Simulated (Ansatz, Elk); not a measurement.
# Na2MgSiS4: X-ray structure factors from the self-consistent density

The structure of Na2MgSiS4 used here is made up (a known structure type with other elements) and was relaxed beforehand with PBE. The aim is the Fourier transform of its all-electron density, F(hkl), set beside the sum over free spherical atoms that refinements use.

Main program and level: Elk 11.2.3 (patched build); DFT, PBE, all-electron APW+lo, Dirac cores, scalar-relativistic bands, static density, no spin.

The structure was built from a prototype and need not be the compound's stable phase.

### Step 1. Set-up

It takes space group I-42m (No. 121, tetragonal). The conventional cell has a = 7.261 Å, b = 7.261 Å, c = 6.286 Å, α = 90.00°, β = 90.00°, γ = 90.00°. S has 1 Si at 2.16 Å and 1 Mg at 2.49 Å and 4 Na at 3.01 to 3.26 Å nearest. Nearest to Si lie 4 S at 2.16 Å and 2 Mg at 3.14 Å and 4 Na at 3.63 Å. Nearest to Mg lie 4 S at 2.49 Å and 2 Si at 3.14 Å. Na has 8 S at 3.01 to 3.26 Å and 2 Na at 3.14 Å and 2 Si at 3.63 Å and 2 Mg at 3.63 Å nearest. Farther neighbours and most contacts between anions are not listed.

### Step 2. Ground state and structure factors

An all-electron density is needed, since X-rays see the cores too. Task 0 finds the density and task 195 Fourier-transforms it; tshift is off so that phases refer to the origin typed.

File elk.in:

```
tasks
  0
  195

xctype
  20

spinpol
  .false.

rgkmax
  7.0

gmaxvr
  14.0

lmaxo
  7

lmaxapw
  8

swidth
  0.002

tshift
  .false.

ramdisk
  .false.

hmaxvr
  5.5

maxscl
  120

epspot
  1e-06

sppath
  './'

avec
  -6.86026951822 6.86026951822 5.93963540852
  6.86026951822 -6.86026951822 5.93963540852
  6.86026951822 6.86026951822 -5.93963540852

atoms
  4
  'S.in'
  4
  0.3763036112 0.3763036112 0.3318617217   0.000000 0.000000 0.000000
  0.0444418895 0.0444418895 0.6681382783   0.000000 0.000000 0.000000
  0.6236963888 0.9555581105 -0.0000000000   0.000000 0.000000 0.000000
  0.9555581105 0.6236963888 -0.0000000000   0.000000 0.000000 0.000000
  'Si.in'
  1
  0.0000000000 0.0000000000 0.0000000000   0.000000 0.000000 0.000000
  'Mg.in'
  1
  0.5000000000 0.5000000000 0.0000000000   0.000000 0.000000 0.000000
  'Na.in'
  2
  0.0000000000 0.5000000000 0.5000000000   0.000000 0.000000 0.000000
  0.5000000000 0.0000000000 0.5000000000   0.000000 0.000000 0.000000

ngridk
  5 5 5
```

Launch:

```sh
$ OMP_NUM_THREADS=4 elk
```

Numbers of over 12 decimals in the logs are rounded to 6 here.

Output:

```text
┌─────────────────────────┐
│ Elk code version 11.2.3 │
└─────────────────────────┘

All units are atomic (Hartree, Bohr, etc.)

┌─────────────────────────────────────────────────┐
│ Ground-state run starting from atomic densities │
└─────────────────────────────────────────────────┘

Lattice vectors :
  -6.860269518       6.860269518       5.939635409
   6.860269518      -6.860269518       5.939635409
   6.860269518       6.860269518      -5.939635409

Reciprocal lattice vectors :
 -0.1979366840E-16  0.4579401210      0.5289201167
  0.4579401210     -0.1979366840E-16  0.5289201167
  0.4579401210      0.4579401210      0.6001099064E-17

Unit cell volume      :    1118.155322
Brillouin zone volume :   0.2218387809

Muffin-tin inner radius fraction :   0.1000000000E-01

Nuclei treated as point charges

Species : 1 (S)
 parameters loaded from : S.in
 name : sulphur
 nuclear charge    :   -16.00000000
 electronic charge :    16.00000000
 atomic mass :    58450.91931
 muffin-tin radius :    2.012875396
 number of radial points in muffin-tin :    793
 inner part over the whole radius :   0.9966237821E-02
 number on inner part of muffin-tin    :    553
 approximate nuclear radius :   0.6195814986E-04
 number of mesh points to nuclear radius :    252
 atomic positions (lattice), magnetic fields (Cartesian) :
  1 :   0.37630361  0.37630361  0.33186172    0.00000000  0.00000000  0.00000000
  2 :   0.04444189  0.04444189  0.66813828    0.00000000  0.00000000  0.00000000
  3 :   0.62369639  0.95555811  0.00000000    0.00000000  0.00000000  0.00000000
  4 :   0.95555811  0.62369639  0.00000000    0.00000000  0.00000000  0.00000000

Species : 2 (Si)
 parameters loaded from : Si.in
 name : silicon
 nuclear charge    :   -14.00000000
 electronic charge :    14.00000000
 atomic mass :    51196.73458
 muffin-tin radius :    2.012875396
 number of radial points in muffin-tin :    793
 inner part over the whole radius :   0.9977343936E-02
 number on inner part of muffin-tin    :    552
 approximate nuclear radius :   0.5963282101E-04
 number of mesh points to nuclear radius :    248
 atomic positions (lattice), magnetic fields (Cartesian) :
  1 :   0.00000000  0.00000000  0.00000000    0.00000000  0.00000000  0.00000000

Species : 3 (Mg)
 parameters loaded from : Mg.in
 name : magnesium
 nuclear charge    :   -12.00000000
 electronic charge :    12.00000000
 atomic mass :    44305.30466
 muffin-tin radius :    2.200000000
 number of radial points in muffin-tin :    793
 inner part over the whole radius :   0.9941530515E-02
 number on inner part of muffin-tin    :    552
 approximate nuclear radius :   0.5710277704E-04
 number of mesh points to nuclear radius :    241
 atomic positions (lattice), magnetic fields (Cartesian) :
  1 :   0.50000000  0.50000000  0.00000000    0.00000000  0.00000000  0.00000000

Species : 4 (Na)
 parameters loaded from : Na.in
 name : sodium
 nuclear charge    :   -11.00000000
 electronic charge :    11.00000000
 atomic mass :    41907.78703
 muffin-tin radius :    2.200000000
 number of radial points in muffin-tin :    793
 inner part over the whole radius :   0.9883648912E-02
 number on inner part of muffin-tin    :    551
 approximate nuclear radius :   0.5574345702E-04
 number of mesh points to nuclear radius :    238
 atomic positions (lattice), magnetic fields (Cartesian) :
  1 :   0.00000000  0.50000000  0.50000000    0.00000000  0.00000000  0.00000000
  2 :   0.50000000  0.00000000  0.50000000    0.00000000  0.00000000  0.00000000

Total number of atoms per unit cell :    8
Total muffin-tin volume :    304.6151390
 ratio of muffin-tin to unit cell volume :   0.2724264985

Spin treatment :
 spin-unpolarised

Number of Bravais lattice symmetries :   16
Number of crystal symmetries         :    8
Crystal has no inversion symmetry
Complex Hermitian eigensolver will be used

k-point grid :      5     5     5
k-point offset :    0.000000000       0.000000000       0.000000000
[...]
total energy                :     -2416.7079102466

Density of states at Fermi energy :   0.4993074226E-07
 (states/Hartree/unit cell)

Estimated indirect band gap :   0.1366770594
 from k-point 23 to k-point 1
Estimated direct band gap   :   0.1518139056
 at k-point 1

Charges :
 core                        :    56.00000000
 valence                     :    56.00000000
 interstitial                :    13.23082110
 muffin-tins (core leakage)
  species : 1 (S)
[...]
species : 2 (Si)
[...]
species : 3 (Mg)
[...]
species : 4 (Na)
[...]
total in muffin-tins        :    98.76917890
 total calculated charge     :    111.9951166
 total charge                :    112.0000000
 error                       :   0.4883353271E-02

RMS change in Kohn-Sham potential (target) :   0.7320414439     (  0.1000000000E-05)
Absolute change in total energy (target)   :    2.961661507     (  0.1000000000E-03)

[... loops 3 to 13 left out ...]

┌──────────────────┐
│ Loop number : 14 │
└──────────────────┘

Energies :
 Fermi                       :     0.139433
 sum of occupied eigenvalues :     -1326.6003554482
 electron kinetic            :      2420.3264197127
 core electron kinetic       :      2196.4958342188
 Coulomb                     :     -4663.8426768722
 Coulomb potential           :     -3528.8600228079
 nuclear-nuclear             :     -416.10228586437
 electron-nuclear            :     -4974.6704789689
 Hartree                     :      726.93008796105
 Madelung                    :     -2899.4126654682
 xc potential                :     -218.06675235308
 exchange                    :     -164.51813002961
 correlation                 :     -4.306215
 electron entropic           :    -0.44486858095554E-11
 total energy                :     -2412.3406023190

Density of states at Fermi energy :   0.4994850523E-07
 (states/Hartree/unit cell)

Estimated indirect band gap :   0.1120078668
 from k-point 23 to k-point 1
Estimated direct band gap   :   0.1262853156
 at k-point 1

Charges :
 core                        :    56.00000000
 valence                     :    56.00000000
 interstitial                :    13.68731566
 muffin-tins (core leakage)
  species : 1 (S)
[...]
species : 2 (Si)
[...]
species : 3 (Mg)
[...]
species : 4 (Na)
[...]
total in muffin-tins        :    98.31268434
 total calculated charge     :    111.9952940
 total charge                :    112.0000000
 error                       :   0.4705960495E-02

RMS change in Kohn-Sham potential (target) :   0.1050754507E-06 (  0.1000000000E-05)
Absolute change in total energy (target)   :   0.7675521010E-04 (  0.1000000000E-03)

Convergence targets achieved

┌──────────────────┐
│ Loop number : 15 │
└──────────────────┘

Energies :
 Fermi                       :     0.139433
 sum of occupied eigenvalues :     -1326.6003526758
 electron kinetic            :      2420.3264202272
 core electron kinetic       :      2196.4958352763
 Coulomb                     :     -4663.8426755825
 Coulomb potential           :     -3528.8600225450
 nuclear-nuclear             :     -416.10228586437
 electron-nuclear            :     -4974.6704765374
 Hartree                     :      726.93008681929
 Madelung                    :     -2899.4126643100
 xc potential                :     -218.06675035799
 exchange                    :     -164.51812986791
 correlation                 :     -4.306215
 electron entropic           :    -0.44486860967623E-11
 total energy                :     -2412.3406003574

Density of states at Fermi energy :   0.4994850701E-07
 (states/Hartree/unit cell)

Estimated indirect band gap :   0.1120078608
 from k-point 23 to k-point 1
Estimated direct band gap   :   0.1262853118
 at k-point 1

Charges :
 core                        :    56.00000000
 valence                     :    56.00000000
 interstitial                :    13.68731578
 muffin-tins (core leakage)
  species : 1 (S)
[...]
species : 2 (Si)
[...]
species : 3 (Mg)
   atom 1                    :    10.48874795     ( -0.9828258696E-07)
  species : 4 (Na)
   atom 1                    :    10.01741902     ( -0.9715865312E-07)
   atom 2                    :    10.01741902     ( -0.9715865312E-07)
 total in muffin-tins        :    98.31268422
 total calculated charge     :    111.9952940
 total charge                :    112.0000000
 error                       :   0.4705960434E-02

┌──────────────────────────────┐
│ Self-consistent loop stopped │
└──────────────────────────────┘

Warning : core states of species 1 leak from the muffin-tin :   0.2454200810E-03

Warning : core states of species 2 leak from the muffin-tin :   0.3441517177E-02

Wrote STATE.OUT
```

The job ended after 1.9 min (4 threads of Arm Neoverse V1, shared host; peak memory 0.27 GiB; 6.1 min of CPU time).

SFACRHO.OUT:

```text

h k l indices transformed by vhmat matrix:
   1.000000000       0.000000000       0.000000000    
   0.000000000       1.000000000       0.000000000    
   0.000000000       0.000000000       1.000000000    

      h      k      l  multipl.   |H|            Re(F)            Im(F)           |F|

      0      0      0      1   0.0000000       112.00000     -0.15895957E-18   112.00000    
      0      0     -1      4  0.64762513       17.849496     -0.17027823E-14   17.849496    
     -1      0      0      8  0.69961821       8.7464355     -0.72988791E-14   8.7464355    
     -1      1     -1      4  0.91588024       13.283147      0.55998827E-14   13.283147    
      1      1     -1      2   1.0578402      -6.4708132      0.27822228E-13   6.4708132    
      0      1      1      8   1.1525200      -1.8181018      -35.216609       35.263509    
      0     -1     -1      8   1.1525200      -1.8181018       35.216609       35.263509    
     -1     -1      0      4   1.2403404      -8.5917527       16.712670       18.791795    
      0     -2      1      4   1.2403404      -8.5917527      -16.712670       18.791795    
      0      0     -2      4   1.2952503       46.019597      0.39791895E-14   46.019597    
      2      0     -2      8   1.3992364       53.084907     -0.28967465E-13   53.084907    
     -2      2      1      8   1.4481338      -19.770505      0.22382531E-14   19.770505    
     -2      1      2      8   1.4721205      -9.5428435     -0.21816362E-14   9.5428435    
     -2     -1      2      8   1.6515198      -12.762280     -0.31970586E-13   12.762280    
     -1      3     -1      4   1.6723335       23.723134       14.277265       27.688037    
      1      1      1      4   1.6723335       23.723134      -14.277265       27.688037    
      0     -1      3      8   1.7337749       5.4723396      0.68850723       5.5154822    
     -3      2      0      8   1.7337749       5.4723396     -0.68850723       5.5154822
```

Elk indexes on the primitive cell of elk.in and gives |H| = 4π sin θ/λ in inverse bohr. Below, one row stands for each form hkl of the conventional cell (m members, Friedel mates merged), F is for one primitive cell and the density is static (no thermal factor). Free-atom factors are Waasmaier and Kirfel's, and R is Σm||F|−|F'||/Σm|F|.

```csv
hkl,m,sin θ/λ (Å⁻¹),"abs F, DFT",neutral atoms,diff.,abs of complex diff.
110,4,0.097,17.849,17.622,+0.227,0.227
101,8,0.105,8.746,8.587,+0.160,0.160
200,4,0.138,13.283,13.654,-0.371,0.371
002,2,0.159,6.471,5.524,+0.947,0.947
211,16,0.173,35.263,34.632,+0.631,0.632
112,8,0.186,18.792,18.408,+0.384,0.385
220,4,0.195,46.020,46.301,-0.282,0.282
202,8,0.210,53.085,53.204,-0.119,0.119
310,8,0.218,19.770,19.803,-0.032,0.032
301,8,0.221,9.543,9.564,-0.021,0.021
103,8,0.248,12.762,12.859,-0.097,0.097
222,8,0.252,27.688,27.681,+0.007,0.070
321,16,0.261,5.515,5.501,+0.014,0.234
312,16,0.270,18.605,18.663,-0.058,0.074
```

### Step 3. The highest occupied states alone

An energy window below the Fermi level keeps the highest occupied states, to see at which angles they scatter; shallow core shells can lie inside it and anion s states outside. No new self-consistency is needed.

elk.in: that of step 2 with these lines changed.

```diff
@@ -1,3 +1,2 @@
 tasks
-  0
   195
@@ -40,2 +39,5 @@
 
+wsfac
+  -0.411810 0.439430
+
 sppath
```

Launch:

```sh
$ OMP_NUM_THREADS=4 elk
```

Output:

```text
┌─────────────────────────────────┐
│ Elk code version 11.2.3 started │
└─────────────────────────────────┘

Info(readinput): the functional depends on the density's gradient
 muffin-tin radial points multiplied by    2.00000
 (not where nrmtscf is given)

┌────────────────────┐
│ Current task : 195 │
└────────────────────┘
Info(checkmt): changed muffin-tin radius of species 1 (S) from   2.2000 to   2.0129
Info(checkmt): changed muffin-tin radius of species 2 (Si) from   2.2000 to   2.0129

Info(sfacrho): density structure factors written to SFACRHO.OUT

 Energy window :  -0.4118100000      0.4394300000

┌──────────────────┐
│ Elk code stopped │
└──────────────────┘
```

Wall time 26 s (4 threads); peak memory 0.2 GiB; 28 s of CPU time.

States within 15 eV below the Fermi level hold 32.00 electrons; any levels below the window count with the cores. Their amplitudes can exceed the total, where window and core parts have opposite phase:

```csv
hkl,sin θ/λ (Å⁻¹),"abs F, window","abs F, all"
110,0.097,7.477,17.849
101,0.105,3.716,8.746
200,0.138,4.812,13.283
002,0.159,9.004,6.471
211,0.173,7.341,35.263
112,0.186,3.404,18.792
220,0.195,2.072,46.020
202,0.210,2.845,53.085
310,0.218,2.368,19.770
301,0.221,0.915,9.543
```

### Step 4. Another functional

The difference from free atoms is small, so it is set against the change that LDA (Perdew-Wang) makes.

elk.in: that of step 3 with these lines changed.

```diff
@@ -1,2 +1,3 @@
 tasks
+  0
   195
@@ -4,3 +5,3 @@
 xctype
-  20
+  3
 
@@ -39,5 +40,2 @@
 
-wsfac
-  -0.411810 0.439430
-
 sppath
```

Launch:

```sh
$ OMP_NUM_THREADS=4 elk
```

Output:

```text
┌─────────────────────────┐
│ Elk code version 11.2.3 │
└─────────────────────────┘

All units are atomic (Hartree, Bohr, etc.)

┌─────────────────────────────────────────────────┐
│ Ground-state run starting from atomic densities │
└─────────────────────────────────────────────────┘

Lattice vectors :
  -6.860269518       6.860269518       5.939635409
   6.860269518      -6.860269518       5.939635409
   6.860269518       6.860269518      -5.939635409

Reciprocal lattice vectors :
 -0.1979366840E-16  0.4579401210      0.5289201167
[...]
species : 4 (Na)
   atom 1                    :    10.02089528     ( -0.1555072447E-05)
   atom 2                    :    10.02089528     ( -0.1555072447E-05)
 total in muffin-tins        :    98.27137921
 total calculated charge     :    111.9952342
 total charge                :    112.0000000
 error                       :   0.4765830630E-02

┌──────────────────────────────┐
│ Self-consistent loop stopped │
└──────────────────────────────┘

Warning : core states of species 1 leak from the muffin-tin :   0.2418054000E-03

Warning : core states of species 2 leak from the muffin-tin :   0.3518492282E-02

Wrote STATE.OUT
[key lines of the parts left out:]
total energy                :     -2404.3142199732
```

Elapsed: 96 s, on 4 threads; peak memory 0.26 GiB.

Against the first run R = 0.16 %; the largest change is -0.081 at 660.

### Step 5. A coarser k-mesh

About half the k-points along each axis test the sampling.

elk.in: that of step 4 with these lines changed.

```diff
@@ -5,3 +5,3 @@
 xctype
-  3
+  20
 
@@ -68,2 +68,2 @@
 ngridk
-  5 5 5
+  2 2 2
```

Launch:

```sh
$ OMP_NUM_THREADS=4 elk
```

Output:

```text
┌─────────────────────────┐
│ Elk code version 11.2.3 │
└─────────────────────────┘

All units are atomic (Hartree, Bohr, etc.)

┌─────────────────────────────────────────────────┐
│ Ground-state run starting from atomic densities │
└─────────────────────────────────────────────────┘

Lattice vectors :
  -6.860269518       6.860269518       5.939635409
   6.860269518      -6.860269518       5.939635409
   6.860269518       6.860269518      -5.939635409

Reciprocal lattice vectors :
 -0.1979366840E-16  0.4579401210      0.5289201167
[...]
species : 4 (Na)
   atom 1                    :    10.01705094     ( -0.9715866023E-07)
   atom 2                    :    10.01705094     ( -0.9715866023E-07)
 total in muffin-tins        :    98.31518647
 total calculated charge     :    111.9952943
 total charge                :    112.0000000
 error                       :   0.4705653819E-02

┌──────────────────────────────┐
│ Self-consistent loop stopped │
└──────────────────────────────┘

Warning : core states of species 1 leak from the muffin-tin :   0.2454347131E-03

Warning : core states of species 2 leak from the muffin-tin :   0.3442367614E-02

Wrote STATE.OUT
[key lines of the parts left out:]
total energy                :     -2412.3395922402
```

Wall time 48 s (4 threads); peak memory 0.27 GiB.

Against the first run R = 0.00 %; the largest change is +0.009 at 002.

### Step 6. Settings against the effect

```csv
run,R against the first run (%),"R against neutral atoms, low angle (%)",wall time
"PBE, rgkmax 7",0.00,0.97,1.9 min
LDA (Perdew-Wang),0.16,0.91,96 s
k-mesh 2×2×2,0.00,0.97,48 s
```

### Step 7. What came out

* R against neutral atoms, sin θ/λ < 0.3 Å⁻¹: 0.97 %
* R against neutral atoms, 0.3 to 0.68 Å⁻¹: 0.24 %

**Reading.** Independent neutral atoms miss the calculated amplitudes by R = 0.97 % below 0.3 Å⁻¹ and 0.24 % from there to 0.68 Å⁻¹; by shells, 1.89 % below 0.15 Å⁻¹ (3 forms), 0.91 % 0.15 to 0.3 (15 forms), 0.48 % 0.3 to 0.45 (35 forms), 0.14 % above 0.45 (96 forms). Bonding, aspherical density and the tables' own atoms all enter these figures, and the runs don't part them. The largest change of an amplitude is +0.95 electrons, at 002. R counts amplitudes alone; phases shift too. Weak lines can change much in proportion: 002 goes from 5.52 to 6.47. The window's part falls from 32.0 electrons at the origin to at most 0.39 between 0.45 and 0.68 Å⁻¹. Below 0.3 Å⁻¹ the changes that finished (LDA (Perdew-Wang) and k-mesh 2×2×2) move F by R = 0.13 % at most, against the 0.97 % that separates it from free atoms. The basis has no finished test. Part of the difference isn't bonding: the tables are fits to free atoms and ions calculated by other methods than this functional. Thermal motion, anomalous dispersion and extinction are left out.

[Logs are printed without paths, hosts, clocks, repeated set-up lines and the standing remarks that a program may print on its own settings, such as how far it seeks lower states.]

[Hosts, paths, dates, database ids (printed as entryN), source tags and the programs' standing remarks are cut or masked in the printed files.]
